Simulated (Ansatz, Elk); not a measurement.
**Bonding as seen by X-rays: LaSc3C**

Structure refinements treat a crystal as free atoms side by side. For a made-up structure of LaSc3C (cell and positions from a PBE relaxation) the runs below show what the calculated density changes in F(hkl).

Program: Elk 11.2.3 (patched build). Level of theory: DFT, PBE, all-electron APW+lo, Dirac cores, scalar-relativistic bands, static density, no spin. Results are calculated unless marked as measured.

The structure was built from a prototype and need not be the compound's stable phase.

## (1) The structure

It takes space group Pm-3m (No. 221, cubic). The conventional cell has a = 4.744 Å, b = 4.744 Å, c = 4.744 Å, α = 90.00°, β = 90.00°, γ = 90.00°. Nearest to La lie 12 Sc at 3.35 Å. Nearest to Sc lie 2 C at 2.37 Å and 4 La at 3.35 Å and 8 Sc at 3.35 Å. C has 6 Sc at 2.37 Å nearest. Farther neighbours are not listed.

## (2) Ground state and structure factors

An all-electron density is needed, since X-rays see the cores too. Task 0 finds the density and task 195 Fourier-transforms it; tshift is off so that phases refer to the origin typed.

Contents of elk.in:

```
tasks
  0
  195

xctype
  20

spinpol
  .false.

rgkmax
  7.0

gmaxvr
  14.0

lmaxo
  7

lmaxapw
  8

swidth
  0.002

tshift
  .false.

ramdisk
  .false.

hmaxvr
  5.5

maxscl
  120

epspot
  1e-06

sppath
  './'

avec
  8.96436108975 -0.00000000000 -0.00000000000
  -0.00000000000 8.96436108975 0.00000000000
  -0.00000000000 0.00000000000 8.96436108975

atoms
  3
  'La.in'
  1
  0.0000000000 -0.0000000000 -0.0000000000   0.000000 0.000000 0.000000
  'Sc.in'
  3
  0.5000000000 0.5000000000 0.0000000000   0.000000 0.000000 0.000000
  0.5000000000 0.0000000000 0.5000000000   0.000000 0.000000 0.000000
  -0.0000000000 0.5000000000 0.5000000000   0.000000 0.000000 0.000000
  'C.in'
  1
  0.5000000000 0.5000000000 0.5000000000   0.000000 0.000000 0.000000

ngridk
  5 5 5
```

Run with:

```bash
OMP_NUM_THREADS=4 elk
```

Numbers of over 12 decimals in the logs are rounded to 6 here.

The program printed:

```text
┌─────────────────────────┐
│ Elk code version 11.2.3 │
└─────────────────────────┘

All units are atomic (Hartree, Bohr, etc.)

┌─────────────────────────────────────────────────┐
│ Ground-state run starting from atomic densities │
└─────────────────────────────────────────────────┘

Lattice vectors :
   8.964361090      -0.000000000      -0.000000000
  -0.000000000       8.964361090       0.000000000
  -0.000000000       0.000000000       8.964361090

Reciprocal lattice vectors :
  0.7009072085       0.000000000       0.000000000
   0.000000000      0.7009072085       0.000000000
   0.000000000       0.000000000      0.7009072085

Unit cell volume      :    720.3739931
Brillouin zone volume :   0.3443353256

Muffin-tin inner radius fraction :   0.1000000000E-01

Nuclei treated as point charges

Species : 1 (La)
 parameters loaded from : La.in
 name : lanthanum
 nuclear charge    :   -57.00000000
 electronic charge :    57.00000000
 atomic mass :    253209.2366
 muffin-tin radius :    2.800000000
 number of radial points in muffin-tin :   1393
 inner part over the whole radius :   0.9924947902E-02
 number on inner part of muffin-tin    :    996
 approximate nuclear radius :   0.9226798129E-04
 number of mesh points to nuclear radius :    505
 atomic positions (lattice), magnetic fields (Cartesian) :
  1 :   0.00000000  0.00000000  0.00000000    0.00000000  0.00000000  0.00000000

Species : 2 (Sc)
 parameters loaded from : Sc.in
 name : scandium
 nuclear charge    :   -21.00000000
 electronic charge :    21.00000000
 atomic mass :    81949.61073
 muffin-tin radius :    2.400000000
 number of radial points in muffin-tin :    993
 inner part over the whole radius :   0.9898716403E-02
 number on inner part of muffin-tin    :    698
 approximate nuclear radius :   0.6711386133E-04
 number of mesh points to nuclear radius :    323
 atomic positions (lattice), magnetic fields (Cartesian) :
  1 :   0.50000000  0.50000000  0.00000000    0.00000000  0.00000000  0.00000000
  2 :   0.50000000  0.00000000  0.50000000    0.00000000  0.00000000  0.00000000
  3 :   0.00000000  0.50000000  0.50000000    0.00000000  0.00000000  0.00000000

Species : 3 (C)
 parameters loaded from : C.in
 name : carbon
 nuclear charge    :   -6.000000000
 electronic charge :    6.000000000
 atomic mass :    21894.16674
 muffin-tin radius :    1.800000000
 number of radial points in muffin-tin :    593
 inner part over the whole radius :   0.9914778686E-02
 number on inner part of muffin-tin    :    406
 approximate nuclear radius :   0.4747601631E-04
 number of mesh points to nuclear radius :    166
 atomic positions (lattice), magnetic fields (Cartesian) :
  1 :   0.50000000  0.50000000  0.50000000    0.00000000  0.00000000  0.00000000

Total number of atoms per unit cell :    5
Total muffin-tin volume :    290.0988544
 ratio of muffin-tin to unit cell volume :   0.4027058961

Spin treatment :
 spin-unpolarised

Number of Bravais lattice symmetries :   48
Number of crystal symmetries         :   48
Crystal has inversion symmetry
Real symmetric eigensolver will be used

k-point grid :      5     5     5
k-point offset :    0.000000000       0.000000000       0.000000000
k-point set is reduced with full crystal symmetry group
Total number of k-points :       10

Muffin-tin radius times maximum |G+k| :    7.000000000
 using average radius
Maximum |G+k| for APW functions       :    2.966101695
Maximum (1/2)|G+k|²                   :    4.398879632
Maximum |G| for potential and density :    14.00000000
Constant for pseudocharge density :   10
 order of it for each species :   17  17  17
 order of it for pair densities of each species (exact exchange by exxq0 0: 18) :   14  10   4
Radial integration step length :    1

G-vector grid sizes :     40    40    40
Number of G-vectors :    33371

Maximum angular momentum used for
 APW functions            :    8
 outer part of muffin-tin :    7
 inner part of muffin-tin :    2

Total nuclear charge    :   -126.0000000
[...]
exchange                    :     -320.78295101386
 correlation                 :     -6.005750
 electron entropic           :    -0.23798563217301E-02
 total energy                :     -10829.399764274

Density of states at Fermi energy :    189.8441244
 (states/Hartree/unit cell)

Estimated indirect band gap :   0.2296665185E-02
 from k-point 6 to k-point 8
Estimated direct band gap   :   0.3717231847E-02
 at k-point 4

Charges :
 core                        :    78.00000000
 valence                     :    48.00000000
 interstitial                :    8.488876483
 muffin-tins (core leakage)
  species : 1 (La)
   atom 1                    :    54.65883595     (  0.2280862596E-03)
  species : 2 (Sc)
[...]
species : 3 (C)
[...]
total in muffin-tins        :    117.5111235
 total calculated charge     :    125.9991201
 total charge                :    126.0000000
 error                       :   0.8799170110E-03

RMS change in Kohn-Sham potential (target) :    1.165292614     (  0.1000000000E-05)
Absolute change in total energy (target)   :   0.3181884131E-01 (  0.1000000000E-03)

[... loops 3 to 17 left out ...]

┌──────────────────┐
│ Loop number : 18 │
└──────────────────┘

Energies :
 Fermi                       :     0.273123
 sum of occupied eigenvalues :     -6600.3274301873
 electron kinetic            :      11444.064934097
 core electron kinetic       :      11216.482688927
 Coulomb                     :     -21945.692994190
 Coulomb potential           :     -17618.952811012
 nuclear-nuclear             :     -1083.1969630793
 electron-nuclear            :     -24128.638615023
 Hartree                     :      3266.1425839123
 Madelung                    :     -13136.216588684
 xc potential                :     -425.43955327232
 exchange                    :     -320.79932420038
 correlation                 :     -6.021138
 electron entropic           :    -0.25613278795517E-02
 total energy                :     -10828.451083688

Density of states at Fermi energy :    186.7044238
 (states/Hartree/unit cell)

Estimated indirect band gap :   0.3612461240E-02
 from k-point 8 to k-point 9
Estimated direct band gap   :   0.6377920267E-02
 at k-point 6

Charges :
 core                        :    78.00000000
 valence                     :    48.00000000
 interstitial                :    8.668961331
 muffin-tins (core leakage)
  species : 1 (La)
[...]
species : 2 (Sc)
[...]
species : 3 (C)
[...]
total in muffin-tins        :    117.3310387
 total calculated charge     :    125.9994752
 total charge                :    126.0000000
 error                       :   0.5247590957E-03

RMS change in Kohn-Sham potential (target) :   0.2007399357E-06 (  0.1000000000E-05)
Absolute change in total energy (target)   :   0.3241492959E-04 (  0.1000000000E-03)

Convergence targets achieved

┌──────────────────┐
│ Loop number : 19 │
└──────────────────┘

Energies :
 Fermi                       :     0.273123
 sum of occupied eigenvalues :     -6600.3274280614
 electron kinetic            :      11444.064933387
 core electron kinetic       :      11216.482687583
 Coulomb                     :     -21945.692991850
 Coulomb potential           :     -17618.952810472
 nuclear-nuclear             :     -1083.1969630793
 electron-nuclear            :     -24128.638610897
 Hartree                     :      3266.1425821256
 Madelung                    :     -13136.216586614
 xc potential                :     -425.43955097611
 exchange                    :     -320.79932422410
 correlation                 :     -6.021138
 electron entropic           :    -0.25613281193614E-02
 total energy                :     -10828.451082078

Density of states at Fermi energy :    186.7044412
 (states/Hartree/unit cell)

Estimated indirect band gap :   0.3612463242E-02
 from k-point 8 to k-point 9
Estimated direct band gap   :   0.6377920173E-02
 at k-point 6

Charges :
 core                        :    78.00000000
 valence                     :    48.00000000
 interstitial                :    8.668961161
 muffin-tins (core leakage)
  species : 1 (La)
[...]
species : 2 (Sc)
[...]
atom 2                    :    19.15430939     ( -0.2163223094E-06)
   atom 3                    :    19.15430939     ( -0.2163223094E-06)
  species : 3 (C)
   atom 1                    :    5.087997349     (  0.3429224314E-05)
 total in muffin-tins        :    117.3310388
 total calculated charge     :    125.9994752
 total charge                :    126.0000000
 error                       :   0.5247591287E-03

┌──────────────────────────────┐
│ Self-consistent loop stopped │
└──────────────────────────────┘

Warning : core states of species 1 leak from the muffin-tin :   0.2203615586E-03

Wrote STATE.OUT
```

Elapsed: 22 s, on 4 threads of Arm Neoverse V2, shared host; peak memory 0.22 GiB.

SFACRHO.OUT:

```text

h k l indices transformed by vhmat matrix:
   1.000000000       0.000000000       0.000000000    
   0.000000000       1.000000000       0.000000000    
   0.000000000       0.000000000       1.000000000    

      h      k      l  multipl.   |H|            Re(F)            Im(F)           |F|

      0      0      0      1   0.0000000       126.00000      0.24247581E-17   126.00000    
      0     -1      0      6  0.70090721       28.235237     -0.44461632E-14   28.235237    
     -1      0      1     12  0.99123248       36.628865      0.72184207E-15   36.628865    
      1      1      1      8   1.2140069       88.877532     -0.10544290E-13   88.877532    
      0      0     -2      6   1.4018144       92.406120      0.74257786E-14   92.406120    
     -1      0     -2     24   1.5672762       25.706274     -0.46036271E-14   25.706274    
     -1      1     -2     24   1.7168650       30.913383     -0.64020902E-14   30.913383    
      2      2      0     12   1.9824650       79.233333     -0.13397503E-13   79.233333    
      2     -2      1     24   2.1027216       24.028723      0.40147660E-14   24.028723    
      0      0      3      6   2.1027216       23.910413      0.94294778E-14   23.910413    
     -3      1      0     24   2.2164632       28.053268      0.65225059E-15   28.053268    
     -1     -1     -3     24   2.3246462       68.392786      0.12627134E-13   68.392786    
      2     -2     -2      8   2.4280138       70.762902      0.58532816E-14   70.762902    
     -2     -3      0     24   2.5271569       22.619802     -0.91478327E-14   22.619802    
     -2      1      3     48   2.6225546       26.247288     -0.10726213E-14   26.247288    
      4      0      0      6   2.8036288       65.029419     -0.10649007E-13   65.029419    
      3      2     -2     24   2.8899145       21.523454      0.71286182E-14   21.523454    
     -4      0     -1     24   2.8899145       21.493523     -0.36020938E-14   21.493523
```

Elk indexes on the primitive cell of elk.in and gives |H| = 4π sin θ/λ in inverse bohr. Below, one row stands for each form hkl of the conventional cell (m members, Friedel mates merged), F is for one primitive cell and the density is static (no thermal factor). Free-atom factors are Waasmaier and Kirfel's, and R is Σm||F|−|F'||/Σm|F|.

| hkl | m | sin θ/λ (Å⁻¹) | abs F, DFT | neutral atoms | diff. |
| --- | --- | --- | --- | --- | --- |
| 100 | 6 | 0.105 | 28.235 | 28.406 | -0.171 |
| 110 | 12 | 0.149 | 36.629 | 36.238 | +0.391 |
| 111 | 8 | 0.183 | 88.877 | 89.496 | -0.618 |
| 200 | 6 | 0.211 | 92.406 | 92.403 | +0.003 |
| 210 | 24 | 0.236 | 25.706 | 25.713 | -0.007 |
| 211 | 24 | 0.258 | 30.913 | 30.926 | -0.013 |
| 220 | 12 | 0.298 | 79.233 | 79.216 | +0.017 |
| 221 | 24 | 0.316 | 24.029 | 23.922 | +0.107 |
| 300 | 6 | 0.316 | 23.910 | 23.922 | -0.011 |
| 310 | 24 | 0.333 | 28.053 | 28.105 | -0.052 |
| 311 | 24 | 0.350 | 68.393 | 68.261 | +0.132 |
| 222 | 8 | 0.365 | 70.763 | 70.799 | -0.036 |
| 320 | 24 | 0.380 | 22.620 | 22.629 | -0.009 |
| 321 | 48 | 0.394 | 26.247 | 26.282 | -0.034 |

## (3) The highest occupied states alone

An energy window below the Fermi level keeps the highest occupied states, to see at which angles they scatter; shallow core shells can lie inside it and anion s states outside. No new self-consistency is needed.

elk.in, as its differences from that of step 2:

```diff
@@ -1,3 +1,2 @@
 tasks
-  0
   195
@@ -40,2 +39,5 @@
 
+wsfac
+  -0.278120 0.573120
+
 sppath
```

Run with:

```bash
OMP_NUM_THREADS=4 elk
```

The program printed:

```text
┌─────────────────────────────────┐
│ Elk code version 11.2.3 started │
└─────────────────────────────────┘

Info(readinput): the functional depends on the density's gradient
 muffin-tin radial points multiplied by    2.00000
 (not where nrmtscf is given)

┌────────────────────┐
│ Current task : 195 │
└────────────────────┘

Info(sfacrho): density structure factors written to SFACRHO.OUT

 Energy window :  -0.2781200000      0.5731200000

┌──────────────────┐
│ Elk code stopped │
└──────────────────┘
```

Wall time 11 s (4 threads); peak memory 0.16 GiB.

States within 15 eV below the Fermi level hold 16.00 electrons; any levels below the window count with the cores. Their amplitudes can exceed the total, where window and core parts have opposite phase:

| hkl | sin θ/λ (Å⁻¹) | abs F, window | abs F, all |
| --- | --- | --- | --- |
| 100 | 0.105 | 3.704 | 28.235 |
| 110 | 0.149 | 2.342 | 36.629 |
| 111 | 0.183 | 1.063 | 88.877 |
| 200 | 0.211 | 2.548 | 92.406 |
| 210 | 0.236 | 1.394 | 25.706 |
| 211 | 0.258 | 0.734 | 30.913 |
| 220 | 0.298 | 1.249 | 79.233 |
| 221 | 0.316 | 0.588 | 24.029 |
| 300 | 0.316 | 0.721 | 23.910 |
| 310 | 0.333 | 0.220 | 28.053 |

## (4) Another functional

The difference from free atoms is small, so it is set against the change that LDA (Perdew-Wang) makes.

elk.in, as its differences from that of step 3:

```diff
@@ -1,2 +1,3 @@
 tasks
+  0
   195
@@ -4,3 +5,3 @@
 xctype
-  20
+  3
 
@@ -39,5 +40,2 @@
 
-wsfac
-  -0.278120 0.573120
-
 sppath
```

Run with:

```bash
OMP_NUM_THREADS=4 elk
```

The program printed:

```text
┌─────────────────────────┐
│ Elk code version 11.2.3 │
└─────────────────────────┘

All units are atomic (Hartree, Bohr, etc.)

┌─────────────────────────────────────────────────┐
│ Ground-state run starting from atomic densities │
└─────────────────────────────────────────────────┘

Lattice vectors :
   8.964361090      -0.000000000      -0.000000000
  -0.000000000       8.964361090       0.000000000
  -0.000000000       0.000000000       8.964361090

Reciprocal lattice vectors :
  0.7009072085       0.000000000       0.000000000
[...]
species : 1 (La)
[...]
species : 2 (Sc)
[...]
atom 3                    :    19.17604652     ( -0.3512592658E-05)
  species : 3 (C)
   atom 1                    :    5.069058683     ( -0.3058974012E-06)
 total in muffin-tins        :    117.3735404
 total calculated charge     :    125.9995020
 total charge                :    126.0000000
 error                       :   0.4980088233E-03

┌──────────────────────────────┐
│ Self-consistent loop stopped │
└──────────────────────────────┘

Warning : core states of species 1 leak from the muffin-tin :   0.2200137954E-03

Wrote STATE.OUT
[key lines of the parts left out:]
total energy                :     -10816.620439344
```

Wall time 13 s (4 threads); peak memory 0.16 GiB; 26 s of CPU time.

Against the first run R = 0.03 %; the largest change is -0.040 at 220.

## (5) A coarser k-mesh

About half the k-points along each axis test the sampling.

elk.in, as its differences from that of step 4:

```diff
@@ -5,3 +5,3 @@
 xctype
-  3
+  20
 
@@ -63,2 +63,2 @@
 ngridk
-  5 5 5
+  2 2 2
```

Run with:

```bash
OMP_NUM_THREADS=4 elk
```

The program printed:

```text
┌─────────────────────────┐
│ Elk code version 11.2.3 │
└─────────────────────────┘

All units are atomic (Hartree, Bohr, etc.)

┌─────────────────────────────────────────────────┐
│ Ground-state run starting from atomic densities │
└─────────────────────────────────────────────────┘

Lattice vectors :
   8.964361090      -0.000000000      -0.000000000
  -0.000000000       8.964361090       0.000000000
  -0.000000000       0.000000000       8.964361090

Reciprocal lattice vectors :
  0.7009072085       0.000000000       0.000000000
[...]
species : 1 (La)
[...]
species : 2 (Sc)
[...]
atom 3                    :    19.13801662     ( -0.2163239898E-06)
  species : 3 (C)
   atom 1                    :    5.090524567     (  0.3430239061E-05)
 total in muffin-tins        :    117.3278929
 total calculated charge     :    125.9993804
 total charge                :    126.0000000
 error                       :   0.6196171051E-03

┌──────────────────────────────┐
│ Self-consistent loop stopped │
└──────────────────────────────┘

Warning : core states of species 1 leak from the muffin-tin :   0.2199905505E-03

Wrote STATE.OUT
[key lines of the parts left out:]
total energy                :     -10828.441654075
```

Elapsed: 19 s, on 4 threads; peak memory 0.2 GiB; 31 s of CPU time.

Against the first run R = 0.04 %; the largest change is -0.197 at 200.

## (6) Settings against the effect

| run | R against the first run (%) | R against neutral atoms, low angle (%) | wall time |
| --- | --- | --- | --- |
| PBE, rgkmax 7 | 0.00 | 0.27 | 22 s |
| LDA (Perdew-Wang) | 0.03 | 0.26 | 13 s |
| k-mesh 2×2×2 | 0.04 | 0.34 | 19 s |

## (7) What came out

| Item | Value |
| --- | --- |
| R against neutral atoms, sin θ/λ < 0.3 Å⁻¹ | 0.27 % |
| R against neutral atoms, 0.3 to 0.82 Å⁻¹ | 0.16 % |

In words: Independent neutral atoms miss the calculated amplitudes by R = 0.27 % below 0.3 Å⁻¹ and 0.16 % from there to 0.82 Å⁻¹; by shells, 0.94 % below 0.15 Å⁻¹ (2 forms), 0.16 % 0.15 to 0.3 (5 forms), 0.18 % 0.3 to 0.45 (12 forms), 0.16 % above 0.45 (57 forms). Bonding, aspherical density and the tables' own atoms all enter these figures, and the runs don't part them. The largest change of an amplitude is -0.62 electrons, at 111. The window's part falls from 16.0 electrons at the origin to at most 0.24 between 0.45 and 0.82 Å⁻¹. Below 0.3 Å⁻¹ the changes that finished (LDA (Perdew-Wang) and k-mesh 2×2×2) move F by R = 0.10 % at most, against the 0.27 % that separates it from free atoms, so the difference from free atoms is only partly resolved. A single amplitude moves by up to 0.20 electrons, against 0.62 for the largest difference from free atoms. The basis has no finished test. Part of the difference isn't bonding: the tables are fits to free atoms and ions calculated by other methods than this functional. Thermal motion, anomalous dispersion and extinction are left out.

[Logs are printed without paths, hosts, clocks, repeated set-up lines and the standing remarks that a program may print on its own settings, such as how far it seeks lower states.]

[Hosts, paths, dates, database ids (printed as entryN), source tags and the programs' standing remarks are cut or masked in the printed files.]
